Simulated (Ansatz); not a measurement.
# Lattice dynamics of TiSi (model cell, started as zinc blende)

Aim: the vibrations of TiSi (model cell, started as zinc blende), their spectra, and whether the structure is stable.

Program: Ansatz 0.2.0. Level of theory: DFT PBEsol, scalar-relativistic, plane waves, PAW. Results are calculated unless marked as measured.

This is a report of a sequence of runs, with most program output left out.

The structure was built from a prototype and need not be the compound's stable phase.

### Step 1. Starting point

Symmetry: F-43m, No. 216, cubic system. The conventional cell has a = 5.546 Å, b = 5.546 Å, c = 5.546 Å, α = 90.00°, β = 90.00°, γ = 90.00°. Ti has 4 Si at 2.40 Å nearest. Si has 4 Ti at 2.40 Å nearest. Farther neighbours are not listed.

Structure file:

```cif
data_structure
_symmetry_space_group_name_H-M 'F-43m'
_symmetry_Int_Tables_number 216
_cell_length_a 5.5465
_cell_length_b 5.5465
_cell_length_c 5.5465
_cell_angle_alpha 90.000
_cell_angle_beta 90.000
_cell_angle_gamma 90.000
_cell_volume 170.63
loop_
_atom_site_label
_atom_site_type_symbol
_atom_site_symmetry_multiplicity
_atom_site_Wyckoff_symbol
_atom_site_fract_x
_atom_site_fract_y
_atom_site_fract_z
_atom_site_occupancy
Ti1 Ti 4 a 0.00000 0.00000 0.00000 1
Si1 Si 4 d 0.25000 0.25000 0.75000 1
```

### Step 2. Bringing the structure to rest, k-mesh 14×14×14

Harmonic phonons are second derivatives at a point where the forces vanish, and they are wanted at zero stress, so atoms and cell are relaxed first.

input.yaml reads:

```yaml
crystal:
  lattice:
    - [0.0, 2.77324, 2.77324]
    - [2.77324, 0.0, 2.77324]
    - [2.77324, 2.77324, 0.0]
  atoms:
    - { symbol: Ti, position: [0.0, 0.0, 0.0] }
    - { symbol: Si, position: [0.25, 0.25, 0.25] }
kpoints:
  mp_grid: { grid: [14, 14, 14] }
hamiltonian:
  xc: pbesol
scf:
  occupations: { method: gaussian, width: 0.1 }
output:
  forces: true
  stress: true
  eigenvalues: true
relax:
  adjacent_minimum: "off"
  f_tol: 0.005
  max_steps: 80
  cell: { stress_tol: 0.05 }
```

Launch:

```console
> ansatz run input.yaml --threads 4 --pin off --max-ram 7168MiB --backend cpu --events-out ev --progress --plain --runs-dir out
```

Run time: 6.6 s. Hardware: 4 threads of Arm Neoverse V2, shared host; peak memory 0.42 GiB.

Relaxation path:

```tsv
step	energy less that of the first step (eV)	largest force component (eV/Å)	pressure (GPa)	volume (Å³)
1	0.0000	0.0000	7.04	42.66
2	-0.0788	0.0000	1.66	45.66
3	-0.0844	0.0000	0.15	46.67
4	-0.0845	0.0000	0.00	46.78
5*	-0.0852	0.0000	0.04	46.78
```

Relaxation steps marked * repeat the geometry before them on a plane-wave basis chosen anew for their cell, so energy and pressure can jump there.

Forces are held to the 24 operations that the run works with; a distortion that breaks them can't arise in this run.

```tsv
conventional cell, symmetrised	before	after	change
a (Å)	5.546	5.720	+3.1 %
b (Å)	5.546	5.720	+3.1 %
c (Å)	5.546	5.720	+3.1 %
volume (Å³/atom)	21.33	23.39	+9.7 %
```

The relaxed structure:

```
Ti Si
1.0
     0.00000    2.85992    2.85992
     2.85992    0.00000    2.85992
     2.85992    2.85992    0.00000
Ti Si
1 1
Direct
  0.00000 0.00000 0.00000
  0.25000 0.25000 0.25000
```

Numbers from this step:

```
pressure           : 0.03604 GPa
volume per atom    : 23.39 Å³
gap on the k-mesh  : 0.04155 eV
direct gap on mesh : 0.04155 eV
```

In this step the volume went from 21.33 to 23.39 Å³/atom.

### Step 3. Bringing the structure to rest, k-mesh 12×12×12

The relaxation is repeated from its end, on the mesh and smearing that suit the cell and gap now reached.

input.yaml, the sections that differ from step 2:

```yaml
crystal:
  lattice:
    - [0.0, 2.8599179616, 2.8599179616]
    - [2.8599179616, 0.0, 2.8599179616]
    - [2.8599179616, 2.8599179616, 0.0]
  atoms:
    - { symbol: Ti, position: [0.0, 0.0, 0.0] }
    - { symbol: Si, position: [0.25, 0.25, 0.25] }
kpoints:
  mp_grid: { grid: [12, 12, 12] }
output:
  forces: true
  stress: true
  eigenvalues: true
  write_density: true
  write_potential: true
  elf: true
  volumetric_format: npy
# hamiltonian, scf, relax: as in step 2
```

It took 2.2 s on 4 threads; peak memory 0.39 GiB; 8 s of CPU time.

Little changed from the start: no atom moved by 0.005 Å and no cell edge by 0.1 %.

This step gave:

```
pressure           : 0.03579 GPa
gap on the k-mesh  : 0.04154 eV
direct gap on mesh : 0.04154 eV
```

In this step the volume went from 23.39 to 23.39 Å³/atom.

### Step 4. Tight relaxation

Phonons need a cell at rest on their own settings, so the relaxation is repeated with tight tolerances on forces and stress, using the mesh and the filling of the phonon run that follows.

input.yaml, the sections that differ from step 3:

```yaml
output:
  forces: true
  stress: true
  eigenvalues: true
relax:
  adjacent_minimum: "off"
  f_tol: 0.001
  max_steps: 60
  cell: { stress_tol: 0.01 }
# crystal, kpoints, hamiltonian, scf: as in step 3
```

It took 3.1 s on 4 threads; peak memory 0.39 GiB.

Little changed from the start: no atom moved by 0.005 Å and no cell edge by 0.1 %.

This step gave:

| Item | Value |
| --- | --- |
| pressure | 0.005163 GPa |
| volume per atom | 23.40 Å³ |
| gap on the k-mesh | 0.04239 eV |
| direct gap on mesh | 0.04239 eV |

The forces vanish by symmetry and the pressure is 0.005 GPa, within the tolerances set. The cell now holds 23.40 Å³/atom.

### Step 5. Linear response at the zone centre

The zone centre comes first: it holds the modes that light can see, as far as symmetry allows. No field response is asked, and the gap on the mesh is small against the smearing.

input.yaml, the sections that differ from step 4:

```yaml
crystal:
  lattice:
    - [0.0, 2.8603676107, 2.8603676107]
    - [2.8603676107, 0.0, 2.8603676107]
    - [2.8603676107, 2.8603676107, 0.0]
  atoms:
    - { symbol: Ti, position: [0.0, 0.0, 0.0] }
    - { symbol: Si, position: [0.25, 0.25, 0.25] }
output:
  eigenvalues: true
phonons:
  method: dfpt
# kpoints, hamiltonian, scf: as in step 4
# relax: removed
```

It took 6.6 s on 4 threads; peak memory 0.59 GiB; 24 s of CPU time.

This step gave:

```
sum-rule residual before enforcement                    : 1.24e-5 eV/Å²
point group                                             : -43m
highest optical mode at the zone centre (no LO-TO term) : 324.1 cm⁻¹
lowest optical zone-centre mode                         : 324.1 cm⁻¹
```

Without the LO-TO term. Patterns of degenerate modes are one choice out of their space. Modes at Γ, with each element's share of the kinetic energy:

```tsv
mode	frequency (cm⁻¹)	symmetry	Ti %	Si %
1	0.0	acoustic	63	37
2	0.0	acoustic	63	37
3	0.0	acoustic	63	37
4	324.1	T2	37	63
5	324.1	T2	37	63
6	324.1	T2	37	63
```

Displacements in mode 6 (324.1 cm⁻¹), the largest set to 1:
```
Ti1  0.00 -0.59  0.00
Si2  0.00  1.00  0.00
```

Before it was imposed, the acoustic sum rule was missed by 1.2e-5 eV/Å². Small misses are needed for a sound result but don't prove that mesh and cutoff are converged. The lowest optical mode is real, 324 cm⁻¹.

### Step 6. The dispersion

Stability and thermal properties need the whole zone. Linear response on a 4×4×4 q mesh gives force constants as far as a supercell of that size would.

input.yaml, as its differences from that of step 5:

```diff
@@ -18 +18,8 @@
   method: dfpt
+  qmesh: [4, 4, 4]
+  temperatures: { t_max: 1000, t_step: 50 }
+  qpath:
+    path:
+      - [[0.0, 0.0, 0.0], [-0.5, -0.5, 0.0], [-0.375, -0.375, 0.25]]
+      - [[-0.375, 0.0, 0.375], [0.0, 0.0, 0.0], [0.0, 0.0, 0.5], [-0.5, -0.25, 0.25], [-0.5, -0.5, 0.0]]
+    npoints: 10
```

Wall time 3 min (4 threads); peak memory 2.3 GiB; 12 min of CPU time.

This step gave:

```
sum-rule residual before enforcement                    : 1.06e-5 eV/Å²
lowest frequency on the path                            : -105.7 cm⁻¹
highest frequency on the path or at a solved wavevector : 363.5 cm⁻¹
lowest mode on the q mesh (acoustic modes at Γ apart)   : -101.0 cm⁻¹
```

Frequencies (cm⁻¹) solved at each irreducible wavevector; negative means imaginary. Frequencies by wavevector, by row:

```tsv
q in reciprocal lattice units	star	mode 1	mode 2	mode 3	mode 4	mode 5	mode 6
0 0 0	1	0	0	0	324.1	324.1	324.1
0 0 0.25	8	-49	-49	100.2	331.4	331.4	358.4
0 0 -0.5	4	-60.7	-60.7	149.7	334.8	335.8	335.8
0 0.25 0.25	6	-69.1	-69.1	121.6	323.9	323.9	353.9
0 0.25 -0.5	24	-94.3	-75.8	188	316.8	321.4	324.6
0 0.25 -0.25	12	-86.9	-64.6	168.6	318.1	331	334.8
0 -0.5 -0.5	3	-89.8	-89.8	215.2	287.1	311	311
0.25 -0.5 -0.25	6	-101	-95.5	217	301.6	303.7	317.3
```

Interpolated from a 4×4×4 q mesh, with the LO-TO term (at Γ the limit along the path; where Γ stands inside the path, tables give the limit on arrival). The phonon branches at the labelled points (cm⁻¹):

```tsv
point	branch 1	branch 2	branch 3	branch 4	branch 5	branch 6
Γ	0	0	0	324	324	361
halfway	-69	-69	122	324	324	354
X	-90	-90	215	287	311	311
halfway	-96	-88	215	291	310	314
U	-105	-82	211	303	308	320
jump to K	-105	-82	211	303	308	320
halfway	-65	-56	127	326	332	351
Γ	0	0	0	324	324	361
halfway	-49	-49	100	331	331	358
L	-61	-61	150	335	336	336
halfway	-95	-73	188	316	324	329
W	-101	-96	217	302	304	317
halfway	-96	-93	216	294	308	315
X	-90	-90	215	287	311	311
```

Tetrahedra on a 20×20×20 mesh, mean over bins of 5 cm-1. Interpolated from a 4×4×4 q mesh. The phonon density of states by wavenumber; read off at these points:

```tsv
wavenumber (cm⁻¹)	phonon density of states (1/cm⁻¹/cell)
-108	0.00147
-92	0.0313
-88	0.042
-78	0.0410
-58	0.0253
-42	0.00558
-28	0.00136
-12	1.3e-4
8	1.0e-5
22	1.4e-4
38	3.6e-4
52	6.9e-4
72	0.00124
88	0.00177
102	0.00241
118	0.00325
138	0.00502
152	0.00819
168	0.00928
182	0.0105
202	0.0125
212	0.0154
218	0.00269
232	0
248	0
268	0
282	0
298	0.00645
312	0.0596
328	0.133
332	0.0912
348	0.0118
362	0.0122
```

The partial phonon density of states has structure finer than the step of the table below, so its rows give means over 20 cm⁻¹, whole bins alone (the curve runs from -116 to 384 cm⁻¹). Peaks (cm⁻¹: height): Si -72.1: 0.0163, 327.8: 0.0722; Ti -81.5: 0.0246, 211.3: 0.0123, 327.8: 0.0424.

Phonopy on the run's constants, 17x17x17 mesh, Gaussian sigma 3.6 cm-1. Interpolated from a 4×4×4 q mesh. Partial phonon density of states against wavenumber; means over each step; values in 1/cm⁻¹/cell:

```tsv
wavenumber (cm⁻¹)	Si	Ti
-100	0.00921	0.0143
-80	0.0160	0.0242
-60	0.0118	0.0179
-40	0.00211	0.00341
-20	3.1e-4	5.1e-4
0	1.6e-5	2.4e-5
20	4.7e-5	8.4e-5
40	1.5e-4	2.6e-4
60	3.2e-4	5.7e-4
80	5.4e-4	0.00100
100	8.0e-4	0.00157
120	0.00113	0.00238
140	0.00165	0.00390
160	0.00224	0.00624
180	0.00223	0.00800
200	0.00159	0.0105
220	2.1e-4	0.00454
240	0	1.0e-7
260	0	0
280	4.0e-4	8.6e-6
300	0.0139	0.00424
320	0.0549	0.0301
340	0.0246	0.0132
360	0.00574	0.00290
```

Second derivatives of the energy by pair, one row for each kind of neighbour of each atom listed. Each entry sums the pair over the periodic images of the supercell that the q mesh stands for, and in a polar crystal it holds the long-range dipole part too. Force constants by pair, by row:

```tsv
atom	neighbour	distance (Å)	third of the trace (eV/Å²)	along the pair's line (eV/Å²)
Ti1	itself	0	7.257	–
Ti1	Si	2.477	-1.887	-5.652
Ti1	Ti	4.045	0.063	-0.0631
Ti1	Si	4.743	-0.0307	0.13
Ti1	Ti	5.721	-0.0868	-0.2633
Ti1	Si	6.234	0.0515	0.1141
Ti1	Ti	7.006	-0.0194	-0.0704
Ti1	Si	7.431	0.0199	0.0704
Ti1	Si	7.431	-0.0051	0.0421
Si2	itself	0	7.237	–
Si2	Ti	2.477	-1.887	-5.652
Si2	Si	4.045	0.0492	-0.3276
Si2	Ti	4.743	-0.0307	0.13
Si2	Si	5.721	-0.0734	-0.1278
Si2	Ti	6.234	0.0515	0.1141
Si2	Si	7.006	-0.0145	-0.0648
Si2	Ti	7.431	-0.0051	0.0421
Si2	Ti	7.431	0.0199	0.0704
```

Symmetry leaves 8 wavevectors to solve. The lowest mode among them, the acoustic zeros apart, lies at q = (0.25, -0.5, -0.25) and is imaginary, 101.0i cm⁻¹, so the energy falls along it. Between them the interpolated path dips to 106i cm⁻¹.

### Step 7. Another isotope, element Si, natural mass 28.085 amu

An isotope changes the mass and not the force constants, so no new electronic calculation is needed; the shifts show which modes move this element.

The same force constants with the mass of Si changed from 28.085 to 29.974 u (phonopy, no LO-TO term). Both lists are sorted by frequency; levels can cross, so a row need not hold one and the same mode. Modes under 3 cm⁻¹ are left out. Isotope shifts, by row:

```tsv
q	rank	natural mass (cm⁻¹)	changed mass (cm⁻¹)
0 0 0	4	324.1	317.6
0 0 0	5	324.1	317.6
0 0 0	6	324.1	317.6
0 0 0.25	1	-49.05	-48.42
0 0 0.25	2	-49.05	-48.42
0 0 0.25	3	100.2	99.03
0 0 0.25	4	331.4	324.9
0 0 0.25	5	331.4	324.9
0 0 0.25	6	358.4	350.8
0 0 -0.5	1	-60.74	-59.93
0 0 -0.5	2	-60.74	-59.93
0 0 -0.5	3	149.7	148.3
0 0 -0.5	4	334.8	326.9
0 0 -0.5	5	335.8	329.4
0 0 -0.5	6	335.8	329.4
0 0.25 0.25	1	-69.1	-68.21
0 0.25 0.25	2	-69.1	-68.21
0 0.25 0.25	3	121.6	120.3
0 0.25 0.25	4	323.9	317.6
0 0.25 0.25	5	323.9	317.6
0 0.25 0.25	6	353.9	346.2
```

A mode of this element alone would shift by -3.20 %. The highest zone-centre frequency without the field goes from 324.1 to 317.6 cm⁻¹ (-2.0 %). The product of the frequency ratios over all optical modes at Γ is 0.941; the product rule, (m/m′)^(3k/2) (M′/M)^(3/2) with k = 1 such atoms and M the mass of the cell, gives 0.941.

### Step 8. Another isotope, element Ti, natural mass 47.867 amu

The same for Ti, from 47.87 to 49.94 u.

The same force constants with the mass of Ti changed from 47.867 to 49.945 u (phonopy, no LO-TO term). Both lists are sorted by frequency; levels can cross, so a row need not hold one and the same mode. Modes under 3 cm⁻¹ are left out. Isotope shifts, by row:

```tsv
q	rank	natural mass (cm⁻¹)	changed mass (cm⁻¹)
0 0 0	4	324.1	321.6
0 0 0	5	324.1	321.6
0 0 0	6	324.1	321.6
0 0 0.25	1	-49.05	-48.41
0 0 0.25	2	-49.05	-48.41
0 0 0.25	3	100.2	98.74
0 0 0.25	4	331.4	328.7
0 0 0.25	5	331.4	328.7
0 0 0.25	6	358.4	355.9
0 0 -0.5	1	-60.74	-59.97
0 0 -0.5	2	-60.74	-59.97
0 0 -0.5	3	149.7	147.3
0 0 -0.5	4	334.8	332.9
0 0 -0.5	5	335.8	332.9
0 0 -0.5	6	335.8	333
0 0.25 0.25	1	-69.1	-68.2
0 0.25 0.25	2	-69.1	-68.2
0 0.25 0.25	3	121.6	119.8
0 0.25 0.25	4	323.9	321.2
0 0.25 0.25	5	323.9	321.2
0 0.25 0.25	6	353.9	351.5
```

A mode of this element alone would shift by -2.10 %. The highest zone-centre frequency without the field goes from 324.1 to 321.6 cm⁻¹ (-0.8 %). The product of the frequency ratios over all optical modes at Γ is 0.977; the product rule, (m/m′)^(3k/2) (M′/M)^(3/2) with k = 1 such atoms and M the mass of the cell, gives 0.977.

### Step 9. Results

* space group after relaxation (within 0.01 Å): F-43m
* volume per atom: 23.4 Å³
* gap on the k-mesh: 0.0424 eV
* highest optical mode at the zone centre (no LO-TO term): 324 cm⁻¹
* lowest optical zone-centre mode: 324 cm⁻¹
* lowest mode on the q mesh (acoustic modes at Γ apart): -101 cm⁻¹
* highest frequency on the path or at a solved wavevector: 364 cm⁻¹
* imaginary modes on the 4×4×4 q mesh: yes

**Reading.** Modes are clearly imaginary (beyond 10i cm⁻¹) at 7 of the 8 irreducible wavevectors, most at q = (0.25, -0.5, -0.25) (101.0i cm⁻¹), so this structure is not a minimum of the energy. Without the field, the optical modes at Γ form one degenerate level at 324 cm⁻¹. With no gap, or one that is small against the smearing, the frequencies hang on the k mesh and the smearing, most of all near Kohn anomalies. The program warns that the interpolation holds no quadrupole term, so branches close to Γ can be off in this crystal. A phonon run warned that its eigensolver left some bands unconverged in a pass. The starting cell was built on a prototype and not taken from a measurement, so the phase need not exist. These are harmonic frequencies at zero temperature: anharmonic shifts, linewidths and thermal expansion are left out.

[Logs are printed without paths, hosts, clocks, repeated set-up lines and the standing remarks that a program may print on its own settings, such as how far it seeks lower states.]

[Hosts, paths, dates, database ids (printed as entryN), source tags and the programs' standing remarks are cut or masked in the printed files.]
